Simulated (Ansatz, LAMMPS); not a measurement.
# Relaxing amorphous 86ZrO2-14SiO2 (mol %) (84 atoms), part 2 of 2

Aim: bring amorphous 86ZrO2-14SiO2 (mol %) (84 atoms) to a nearby minimum of the energy and see what moves.

Ansatz 0.2.0; Kohn-Sham DFT, PBE, PAW (set soft_2), plane waves.

The cell: 24 Zr, 4 Si and 56 O. The quench rate of 50 K/ps is orders of magnitude faster than experiment. The starting topology of bonds comes from the classical model. Only the Γ point is sampled in the main run, in a cell whose shortest periodic width is 10 Å.

So far. Step 4 (Cell and atoms relaxed): The relaxation changed the energy by -42.4 meV/atom, and atoms moved by 0.16 Å r.m.s., 0.45 Å at most. Step 7 (K-mesh 2×2×2): Forces differ from those of the single point at the relaxed geometry by 15 meV/Å r.m.s.; the energy by -0.95 meV/atom and the gap by -0.059 eV. It took 2.4 min and 10 cycles; the reference's time can't be set against it, since the two runs asked for unlike analyses.

## (8) Functional HSE06

HSE06 mixes in a quarter of exact exchange at short range, which counters self-interaction, at a higher cost.

This step: Kohn-Sham DFT, HSE06, PAW (set soft_2), plane waves (Ansatz 0.2.0).

File input.yaml:

```yaml
crystal:
  lattice:
    - [10.11352, -0.24668, 0.07416]
    - [-0.24668, 10.28298, 0.14253]
    - [0.07416, 0.14253, 10.48946]
  atoms:
    [... the 84 atom lines of step 6 ...]
kpoints:
  mp_grid: { grid: [1, 1, 1] }
hamiltonian:
  xc: hse06
scf:
  occupations: { method: fermi_dirac, width: 0.025 }
output:
  forces: true
  stress: true
  populations: true
  dos:
    method: { smearing: { sigma: 0.08 } }
    de: 0.05
    projected: { site_lists: { O: [O], Si: [Si], Zr: [Zr] } }
  eigenvalues: true
```

Launch:

```console
ansatz run input.yaml --threads 4 --pin off --max-ram 8192MiB --backend cpu --events-out ev --progress --plain --runs-dir out
```

It took 4.1 min on 4 threads of AMD EPYC 7B13 (Zen 3), shared host; peak memory 3.9 GiB; 16 min of CPU time.

The program notes that the exchange threshold is loose for the stress and the SCF threshold is loose for the stress.

Geometry and reference: those of the single point at the relaxed geometry.

Forces differ from those of the single point at the relaxed geometry by 136 meV/Å r.m.s.; the pressure by -5.4 GPa and the gap by +1.6 eV. It took 4.1 min and 20 cycles; the reference's time can't be set against it, since the two runs asked for unlike analyses.

The run gave:

- free energy: -134912.1317 eV
- free energy per atom: -1606.0968 eV/atom
- SCF cycles: 20
- pressure: -5.429 GPa
- r.m.s. force component: 0.1363 eV/Å
- longest force: 0.5739 eV/Å
- Fermi energy: 9.77 eV
- gap (highest filled to lowest empty level): 5.2 eV
- spilling of the projection: 0.005878

Length of the force by element and coordination:

| element | coordination | atoms | mean length of the force (eV/Å) | spread | least | most |
| --- | --- | --- | --- | --- | --- | --- |
| O | all | 56 | 0.231 | 0.120 | 0.0498 | 0.574 |
| O | 2 | 6 | 0.384 | 0.104 | 0.252 | 0.528 |
| O | 3 | 45 | 0.224 | 0.107 | 0.0658 | 0.574 |
| O | 4 | 5 | 0.108 | 0.053 | 0.0498 | 0.205 |
| Si | all | 4 | 0.111 | 0.0231 | 0.0782 | 0.134 |
| Zr | all | 24 | 0.171 | 0.0731 | 0.049 | 0.398 |
| Zr | 5 | 2 | 0.241 | 0.157 | 0.0836 | 0.398 |
| Zr | 6 | 13 | 0.167 | 0.0507 | 0.0915 | 0.268 |
| Zr | 7 | 9 | 0.162 | 0.0622 | 0.049 | 0.245 |

Löwdin charges by element and coordination (they lack the spilled electrons, 0.045 e an atom on average):

```csv
element,coordination,atoms,mean charge (e),spread,least,most
O,all,56,-0.755,0.039,-0.828,-0.666
O,2,6,-0.756,0.051,-0.806,-0.666
O,3,45,-0.755,0.0379,-0.828,-0.679
O,4,5,-0.756,0.0316,-0.796,-0.712
Si,all,4,1.69,0.0199,1.67,1.73
Zr,all,24,1.64,0.0296,1.57,1.69
Zr,5,2,1.61,0.0223,1.59,1.63
Zr,6,13,1.64,0.031,1.57,1.69
Zr,7,9,1.64,0.0259,1.60,1.68
```

Density of states as counts of states in windows of 1 eV (from the Fermi level), total and the larger projections:

```
from (eV)  to (eV)  total   O p  Zr d
      -14      -11    0.0   0.0   0.0
      -11      -10    0.5   0.3   0.0
      -10       -9    7.5   5.0   0.6
       -9       -8    8.1   5.8   1.1
       -8       -7   40.0  28.8   7.7
       -7       -6   65.2  49.1  12.7
       -6       -5   63.4  51.5   8.5
       -5       -4   73.2  64.4   5.8
       -4       -3   68.6  63.7   3.0
       -3       -2    9.4   9.0   0.3
       -2        2    0.0   0.0   0.0
        2        3   16.3   1.4  13.5
        3        4   56.3   5.4  46.9
        4        5   54.3   7.2  41.9
```

Between -26 and -14 eV lie 112 more states.

The stored curve holds about 448 of the 640 electrons; the rest, give or take the few that broadening carries across the Fermi level, lie in deeper levels below its range.

The levels nearest the highest filled one (over half full), pooled over k-points and spins:

```csv
level less the highest filled one (eV),occupation
-0.422,2
-0.380,2
-0.314,2
-0.253,2
-0.134,2
0,2
5.20,0
5.26,0
5.28,0
5.35,0
5.45,0
5.47,0
```

## (9) Functional r2SCAN (500 eV)

The meta-GGA r2SCAN uses the kinetic energy density as well as the density and its gradient. Besides, the cutoff goes from 420 to 500 eV.

This step: Kohn-Sham DFT, r2SCAN, PAW (set soft_2), plane waves (Ansatz 0.2.0).

input.yaml, as its differences from that of step 8:

```diff
@@ -10,3 +10,3 @@
 hamiltonian:
-  xc: hse06
+  xc: r2scan
 scf:
```

Wall time 33 s (4 threads); peak memory 3.2 GiB.

Geometry and reference: those of the single point at the relaxed geometry.

Forces differ from those of the single point at the relaxed geometry by 102 meV/Å r.m.s.; the pressure by -3.6 GPa and the gap by +0.46 eV. It took 33 s and 10 cycles; the reference's time can't be set against it, since the two runs asked for unlike analyses.

## (10) Functional PBEsol

PBEsol restores the gradient expansion of exchange for slowly varying densities and usually gives shorter bonds in solids than PBE.

This step: Kohn-Sham DFT, PBEsol, PAW (set soft_2), plane waves (Ansatz 0.2.0).

input.yaml, as its differences from that of step 9:

```diff
@@ -10,3 +10,3 @@
 hamiltonian:
-  xc: r2scan
+  xc: pbesol
 scf:
```

Wall time 16 s (4 threads); peak memory 1.6 GiB; 58 s of CPU time.

Geometry and reference: those of the single point at the relaxed geometry.

Forces differ from those of the single point at the relaxed geometry by 63 meV/Å r.m.s.; the pressure by -5.3 GPa and the gap by -0.050 eV.

## (11) All settings compared

Differences are against the single point at the relaxed geometry (Kohn-Sham DFT, PBE, PAW (set soft_2), plane waves), whose r.m.s. force component is 0.00389 eV/Å. Energies are set beside the reference only for runs with its functional, potentials and electron count. Times are for 4 threads of AMD EPYC 7B13 (Zen 3), shared host. The reference's time includes grids, which some other runs skip.

| run | Δ force, r.m.s. (meV/Å) | Δ energy (meV/atom) | Δ pressure (GPa) | Δ gap (eV) | cycles | time | host memory (GiB) |
| --- | --- | --- | --- | --- | --- | --- | --- |
| reference | - | - | - | - | 10 | 16 s | 1.6 |
| k-mesh 2×2×2 | 14.9 | -0.949 | 0.0023 | -0.059 | 10 | 2.4 min | 5.8 |
| functional HSE06 | 136 | - | -5.42 | 1.57 | 20 | 4.1 min | 3.9 |
| functional r2SCAN (500 eV) | 102 | - | -3.58 | 0.462 | 10 | 33 s | 3.2 |
| functional PBEsol | 62.7 | - | -5.28 | -0.0504 | 11 | 16 s | 1.6 |

## (12) What came out

| Item | Value |
| --- | --- |
| energy change in the relaxation | -42.35 meV/atom |
| r.m.s. displacement | 0.162 Å |
| largest displacement | 0.445 Å |
| free energy per atom | -1605.4880 eV/atom |
| pressure | -0.005231 GPa |
| r.m.s. force component | 0.00389 eV/Å |
| gap (highest filled to lowest empty level) | 3.626 eV |
| wall time of the 7 DFT runs | 10 min |

**Reading.** Relaxation lowers the energy by 42.4 meV/atom and moves atoms by 0.16 Å r.m.s.; the r.m.s. force component goes from 0.66 to 0.0039 eV/Å. Displacements are taken in the final cell, so they leave out its strain. By the final cutoffs 1 of 163 bonded pairs parted and 5 joined. The cell shrank by 3.2 % in volume. First to last step the energy falls by 3.558 eV, across changes of basis; the largest move, 0.45 Å, is that of O48. The O-Si bonds change most in mean length: from 1.622 Å (spread 0.053) to 1.639 Å (spread 0.021). Counting bonds as in the table, 80 % of O atoms have 3, all Si atoms have 4 and 54 % of Zr atoms have 6 bonded neighbours. The highest filled and lowest empty levels differ by 3.63 eV (at Γ alone); a semilocal functional tends to put such gaps too low. In a disordered cell it changes from sample to sample, and tail or defect levels can set it.

Among the changes of functional, dispersion, potentials or spin set against this reference, functional HSE06 moves the forces most, by 136 meV/Å r.m.s. The gap changes by +1.57 eV with HSE06.

Caveats: The starting topology of bonds comes from the classical model; in DFT 1 of its 163 bonded pairs passed out of the cutoffs and 5 came within them.

[Logs are printed without paths, hosts, clocks, repeated set-up lines and the standing remarks that a program may print on its own settings, such as how far it seeks lower states.]

[Hosts, paths, dates, database ids (printed as entryN), source tags and the programs' standing remarks are cut or masked in the printed files.]
